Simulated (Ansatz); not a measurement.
# WS2 (layered bulk) (P6_3/mmc): band gap by G0W0 on PBEsol, part 3 of 3

Aim: the quasiparticle gap of WS2 (layered bulk) (P6_3/mmc), starting from PBEsol.

Ansatz 0.2.0; PBEsol, then G0W0 on it, plane waves, PAW. Known limits of the many-body steps: finite bands, screening cutoff and k mesh; no spin-orbit coupling in G0W0.

So far. Step 3 (Bands along the symmetry lines): Over mesh and path the gap is 0.661 eV, from k = Γ to k = (0.167, 0.167, 0.000). The least direct gap found is 1.922 eV, at k = (0.333, 0.333, 0.000). The pressure in this cell is 4 GPa; the cell is kept. Step 4 (One-shot GW): Over 14 of 24 irreducible mesh points the G0W0 gap is 1.197 eV, from k = Γ to k = (0.111, 0.222, 0.000). The PBEsol gap of this run on the mesh is 0.787 eV. The relaxed cell has a = 3.115, c = 11.777 Å (conventional setting).

In doubt: masses and optical values from hybrid runs of this build are listed as unsure (in some of the runs), which bears on the screening that GW takes from such a start.

## 5. Spin-orbit coupling

This run has two-component orbitals with spin-orbit coupling.

This step: DFT, PBEsol with spin-orbit coupling, plane waves, PAW; PAW set soft_1.

The input, input.yaml:

```yaml
crystal:
  lattice:
    - [3.1149875803, 0.0, 0.0]
    - [-1.5574937902, 2.697658377, 0.0]
    - [0.0, 0.0, 11.7767699793]
  atoms:
    - { symbol: W, position: [0.3333333333, 0.6666666667, 0.25] }
    - { symbol: S, position: [0.6666666667, 0.3333333333, 0.3835053407] }
    - { symbol: S, position: [0.6666666667, 0.3333333333, 0.1164946593] }
    - { symbol: W, position: [0.6666666667, 0.3333333333, 0.75] }
    - { symbol: S, position: [0.3333333333, 0.6666666667, 0.8835053407] }
    - { symbol: S, position: [0.3333333333, 0.6666666667, 0.6164946593] }
kpoints:
  mp_grid: { grid: [12, 12, 2] }
  band_path:
    path:
      - [0.0, 0.0, 0.0]
      - [0.5, 0.0, 0.0]
      - [0.33333333, 0.33333333, 0.0]
      - [0.0, 0.0, 0.5]
      - [0.5, 0.0, 0.5]
      - [0.33333333, 0.33333333, 0.5]
      - [0.1666666667, 0.1666666667, 0.0]
    npoints: 1
hamiltonian:
  xc: pbesol
  pseudopotentials: { kind: paw_fr, azcp: { folder: soft_1 }, xc_functional: pbe }
scf:
  occupations: { method: fermi_dirac, width: 0.02 }
  n_extra_bands: 12
magnetization:
  noncollinear: true
  spin_orbit: true
output:
  eigenvalues: true
  forces: true
  stress: true
  write_density: true
  write_potential: true
  elf: true
  volumetric_format: npy
```

Run with:

```
$ ansatz run input.yaml --threads 2 --pin off --max-ram 92160MiB --backend cuda --events-out ev --progress --plain --runs-dir out --devices 1 --max-vram 13GiB
```

Numbers of over 12 decimals in the logs are rounded to 6 here.

The program printed:

```text
[...]
GPUs: using 1 of 1 available (devices: 1).
[...]
non-collinear run that drives no moment, with spin-orbit: no starting moment large enough to seed its density (crystal.atoms[].spin), no starting occupations that ask for one, no magnetisation constraint and no magnetic field, so the semilocal B_xc is pinned to zero
[...]
GPU FFT provider: cuFFT
GPU libraries: cuBLAS 13.8.2, cuFFT 12.4.0, cuSOLVER 12.3.4
Crystal: 6 atoms, lattice volume = 98.962 Å³
Basis set: ecut = 420 eV, 1923 PW (Γ), exchange–correlation on 48×48×160 points (8 copies of the dense FFT grid, shifted against one another)
Bands: 64, of which v1, the nominal top of the filled ones, is band 52 counted from 1 (51 counted from 0)
Symmetry: 24 space group operations + 24 with time reversal
[...]
k-points: 38 of 288
Projection manifold: j_resolved (fully-relativistic pseudo-atomic orbitals)
[...]
GPU buffer pool allocated for 46080 grid points (all kernels)
[...]
SCF iter   1: F=—  HF=-24109.377756 eV  |F-HF|=—  |Δ(HF+E_count)|=         —  Δρ=4.32e-2  dr2=3.47e0  dr2_m=0.00e0 (ungated)  ethr=3.10e-3  |M|=0.00e0 ∫|m|=0.00e0 μB  |m|>n=0.0e0 m-floor=0.0e0 τ_xc=0.0e0  β_m=0.30  ⟨swp⟩=7.8  Hψ=6716  notcnv=0
[...]
spin=Noncollinear: Resta preconditioning applied to the charge; magnetization (m_x, m_y, m_z) channels mix plain (no charge-response kernel on spin).
[...]
Absolute magnetization: 0.0000 μB (∫|m|)
  site 0: m = (+0.0000, +0.0000, +0.0000) μB, |m| = 0.0000 μB  (R = 0.99 Å)
  site 1: m = (+0.0000, +0.0000, +0.0000) μB, |m| = 0.0000 μB  (R = 0.99 Å)
  site 2: m = (+0.0000, +0.0000, +0.0000) μB, |m| = 0.0000 μB  (R = 0.99 Å)
  site 3: m = (+0.0000, +0.0000, +0.0000) μB, |m| = 0.0000 μB  (R = 0.99 Å)
  site 4: m = (+0.0000, +0.0000, +0.0000) μB, |m| = 0.0000 μB  (R = 0.99 Å)
  site 5: m = (+0.0000, +0.0000, +0.0000) μB, |m| = 0.0000 μB  (R = 0.99 Å)
Free energy (F): -24108.362892 eV
[...]
Internal energy: -24108.362892 eV  (E = F + TS)
E sigma→0 (E₀):  -24108.362892 eV
Fermi energy:    13.294068 eV
[...]
--- Forces (eV/Å), atoms counted from 1 ---
  atom   1  W      0.00000000    -0.00000000    -0.00000000
  atom   2  S     -0.00000000     0.00000000    -0.01527369
  atom   3  S     -0.00000000     0.00000000     0.01527369
  atom   4  W     -0.00000000     0.00000000     0.00000000
  atom   5  S      0.00000000    -0.00000000    -0.01527369
  atom   6  S      0.00000000    -0.00000000     0.01527369
  max |Σ_I F_I| component: 1.97e-17 eV/Å
--- Stress (GPa, compression-positive) ---
        3.996625      -0.000000      -0.000000
       -0.000000       3.996625       0.000000
       -0.000000       0.000000       4.232529
  P = ⅓ Tr σ = 4.0753 GPa (40.753 kbar)
--- Band table (eV; the first three rows and the last of 38) ---
  k-point 0: bands = [... 48 lower, 11.7031, 11.7031, 12.9998, 12.9998, 15.0545, 15.0545, 15.1193, 15.1193, ... 8 higher]
  k-point 1: bands = [... 48 lower, 12.6849, 12.6849, 12.6849, 12.6849, 15.1146, 15.1146, 15.1146, 15.1146, ... 8 higher]
  k-point 2: bands = [... 48 lower, 11.7870, 11.7870, 12.6985, 12.6985, 14.9718, 14.9718, 14.9835, 14.9835, ... 8 higher]
  k-point 37: bands = [... 48 lower, 11.9230, 11.9230, 12.3139, 12.3139, 14.1883, 14.1883, 14.2369, 14.2369, ... 8 higher]
[key lines of the parts left out:]
SCF converged after 9 iterations
Magnetization: |M| = 0.0000 μB,  M = (+0.0000, +0.0000, +0.0000) μB
```

Run time: 7.5 s. Hardware: 1 × NVIDIA H100 80GB HBM3 (shared by 6 runs) with 2 threads of AMD EPYC 7R13 (Zen 3), shared host; peak memory 1.1 GiB.

Numbers from this step:

```
pressure             : 4.075 GPa
gap                  : 0.6244 eV
valence top at       : Γ
conduction bottom at : k = (0.167, 0.167, 0.000)
least direct gap     : 1.710 eV
```

Over mesh and listed points the gap is 0.624 eV, from k = Γ to k = (0.167, 0.167, 0.000). The least direct gap found is 1.710 eV, at k = (0.333, 0.333, 0.000). The pressure in this cell is 4 GPa; the cell is kept. PBEsol+SOC against PBEsol: 0.624 − 0.661 = −0.037 eV, with the same mesh, set of files (read in its fully relativistic form for the spin-orbit run) and cutoff, and both edges at the same k points. The spin-orbit run sees mesh and listed points alone, so its gap is an upper bound: the coupling can move an edge off these points, and the change over the zone, its sign included where it is small, is not known.

## 6. Side by side

Each gap is the least one over the points named; times are wall times on shared hosts, not benchmarks. A G0W0 time includes the run's own self-consistent start. Runs with listed points see these and the mesh alone, so an edge that moves elsewhere is missed. Rows marked * are further runs, not shown as steps, whose inputs differ from the G0W0 step on the same start in the columns given; solver thresholds can differ too.

```
       level     mesh       files, cutoff  bands summed, screening                            points  gap (eV)  valence top      conduction bottom  least direct gap (eV)     time
      PBEsol  12×12×2  soft_1 PAW, 420 eV                        -                     mesh and path     0.661            Γ  (0.167, 0.167, 0.000)                  1.922    6.6 s
  PBEsol+SOC  12×12×2  soft_1 PAW, 420 eV                        -            mesh and listed points     0.624            Γ  (0.167, 0.167, 0.000)                  1.710    7.5 s
G0W0@PBEsol*    9×9×2  soft_1 PAW, 420 eV               130, 60 eV  14 of 24 irreducible mesh points     1.095            Γ  (0.111, 0.222, 0.000)                  2.401     26 s
 G0W0@PBEsol    9×9×2  soft_1 PAW, 420 eV              438, 150 eV  14 of 24 irreducible mesh points     1.197            Γ  (0.111, 0.222, 0.000)                  2.383  1.8 min
```

## 7. Outcome

| Item | Value |
| --- | --- |
| PBEsol gap over mesh and path | 0.661 eV, from k = Γ to k = (0.167, 0.167, 0.000) |
| G0W0@PBEsol gap over 14 of 24 irreducible mesh points | 1.197 eV, from k = Γ to k = (0.111, 0.222, 0.000) |
| PBEsol+SOC gap over mesh and listed points | 0.624 eV |
| GW settings | 9×9×2 mesh, 412 empty bands, screening to 150 eV, PAW set soft_1 files |
| known limits | finite bands, screening cutoff and k mesh; no spin-orbit coupling in G0W0 |

In words: Over 14 of 24 irreducible mesh points the G0W0 gap is 1.197 eV, from k = Γ to k = (0.111, 0.222, 0.000). The PBEsol gap of this run on the mesh is 0.787 eV. The two states that bound the G0W0 gap lie that far apart at the start, so the correction of the gap is 1.197 − 0.787 = +0.410 eV. The valence state moves by 12.809 − 12.979 = −0.170 eV and the conduction state by 14.006 − 13.766 = +0.240 eV, on the run's own scale; with 130 bands the edge states move by +0.395 and +0.704 eV, so the split between the edges depends on the bands and cutoff. Over mesh and path, PBEsol puts the conduction bottom at k = (0.167, 0.167, 0.000), where no G0W0 correction was computed. The G0W0 gap over the whole zone is therefore not known from this run; at its settings it can only be equal to or under the 1.197 eV found, and no correction is carried over from another point. For the start itself the gap is 0.661 eV over mesh and path and 0.787 eV on the mesh of the G0W0 run, in runs that differ in mesh (12×12×2 and 9×9×2). From 130 bands and 60 eV to 438 bands and 150 eV the gap moves by 1.197 − 1.095 = +0.102 eV; bands and screening cutoff rise together, so their parts are not told apart. Two runs can't test a law of convergence, so the limit is not known. G0W0 on other starts in this series, not shown as steps and not all at these settings: 1.341 eV on HSE06 (9×9×2, soft_1 PAW, 217 bands, 90 eV). PBEsol+SOC against PBEsol: 0.624 − 0.661 = −0.037 eV, with the same mesh, set of files (read in its fully relativistic form for the spin-orbit run) and cutoff, and both edges at the same k points. The spin-orbit run sees mesh and listed points alone, so its gap is an upper bound: the coupling can move an edge off these points, and the change over the zone, its sign included where it is small, is not known. What spin-orbit coupling does to the G0W0 levels was not computed, so no sum with the G0W0 gap is formed. The G0W0 runs are scalar-relativistic. No pair of G0W0 runs that differ in the mesh alone is shown (9×9×2 is a supercell whose nearest images lie 24 Å apart), so the error from the mesh is not known here. G0W0 is shown with one set of atomic data (soft_1 PAW), so the error from the files is not known here.

[Paths, hosts, dates, memory and timing lines, banners, echoed tables and standing remarks are left out of the program output.]

[Logs are printed without paths, hosts, clocks, repeated set-up lines and the standing remarks that a program may print on its own settings, such as how far it seeks lower states.]

[Runs of the session that timed out or met a known fault of the program may be left out.]

[Cells called generated may have been cut or substituted from an entry of the Crystallography Open Database or the Materials Project.]

[Hosts, paths, dates, database ids (printed as entryN), source tags and the programs' standing remarks are cut or masked in the printed files.]

[Where an RPA ε∞ is given, it is that of the G0W0 mesh and is not shown converged in it. Names of k-points follow the symmetry that the program found, which can be lower than the space group named. Band edges on a path are those of the sampled points; other points can move an edge, and change direct to indirect where valleys lie close.]

[Hybrid gaps are those of their k-mesh and are not shown converged in it.]
